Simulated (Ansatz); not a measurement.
# Direct or indirect: SiC (F-43m)

```cif
data_structure
_symmetry_space_group_name_H-M 'F-43m'
_symmetry_Int_Tables_number 216
_cell_length_a 4.3580
_cell_length_b 4.3580
_cell_length_c 4.3580
_cell_angle_alpha 90.000
_cell_angle_beta 90.000
_cell_angle_gamma 90.000
_cell_volume 82.77
loop_
_atom_site_label
_atom_site_type_symbol
_atom_site_symmetry_multiplicity
_atom_site_Wyckoff_symbol
_atom_site_fract_x
_atom_site_fract_y
_atom_site_fract_z
_atom_site_occupancy
Si1 Si 4 a 0.00000 0.00000 0.00000 1
C1 C 4 c 0.25000 0.25000 0.25000 1
```

Method: Ansatz, PBE, independent particles, without spin-orbit coupling, line width 0.1 eV (Gaussian). The band structure gives a fundamental gap of 1.36 eV. The spectrum of vertical transitions near the edge:

```json
{"E (eV)": "0.90", "Im ε, E ∥ xyz": "0.00"}
{"E (eV)": "1.08", "Im ε, E ∥ xyz": "0.00"}
{"E (eV)": "1.26", "Im ε, E ∥ xyz": "0.00"}
{"E (eV)": "1.44", "Im ε, E ∥ xyz": "0.00"}
{"E (eV)": "1.62", "Im ε, E ∥ xyz": "0.00"}
{"E (eV)": "1.80", "Im ε, E ∥ xyz": "0.00"}
{"E (eV)": "1.98", "Im ε, E ∥ xyz": "0.00"}
{"E (eV)": "2.16", "Im ε, E ∥ xyz": "0.00"}
{"E (eV)": "2.34", "Im ε, E ∥ xyz": "0.00"}
{"E (eV)": "2.52", "Im ε, E ∥ xyz": "0.00"}
{"E (eV)": "2.70", "Im ε, E ∥ xyz": "0.00"}
{"E (eV)": "2.88", "Im ε, E ∥ xyz": "0.00"}
{"E (eV)": "3.06", "Im ε, E ∥ xyz": "0.00"}
{"E (eV)": "3.24", "Im ε, E ∥ xyz": "0.00"}
{"E (eV)": "3.42", "Im ε, E ∥ xyz": "0.00"}
{"E (eV)": "3.60", "Im ε, E ∥ xyz": "0.00"}
{"E (eV)": "3.78", "Im ε, E ∥ xyz": "0.00"}
{"E (eV)": "3.96", "Im ε, E ∥ xyz": "0.00"}
{"E (eV)": "4.14", "Im ε, E ∥ xyz": "0.00"}
{"E (eV)": "4.32", "Im ε, E ∥ xyz": "0.00"}
{"E (eV)": "4.50", "Im ε, E ∥ xyz": "0.21"}
{"E (eV)": "4.68", "Im ε, E ∥ xyz": "1.52"}
{"E (eV)": "4.86", "Im ε, E ∥ xyz": "2.50"}
{"E (eV)": "5.04", "Im ε, E ∥ xyz": "3.32"}
{"E (eV)": "5.22", "Im ε, E ∥ xyz": "4.23"}
{"E (eV)": "5.40", "Im ε, E ∥ xyz": "5.34"}
{"E (eV)": "5.58", "Im ε, E ∥ xyz": "6.73"}
{"E (eV)": "5.76", "Im ε, E ∥ xyz": "8.38"}
```

Is the gap direct or indirect, and about where do vertical transitions set in?

Indirect, by the band path, whose least direct gap is 4.55 eV. The curves fit this: they stay near zero above 1.36 eV and rise only from about 4.5 eV, though a forbidden direct transition would look alike. Lines are broadened by 0.1 eV, which spreads the edge, and phonons, which would give weak absorption from the fundamental gap up, are left out.

[Logs are printed without paths, hosts, clocks, repeated set-up lines and the standing remarks that a program may print on its own settings, such as how far it seeks lower states.]
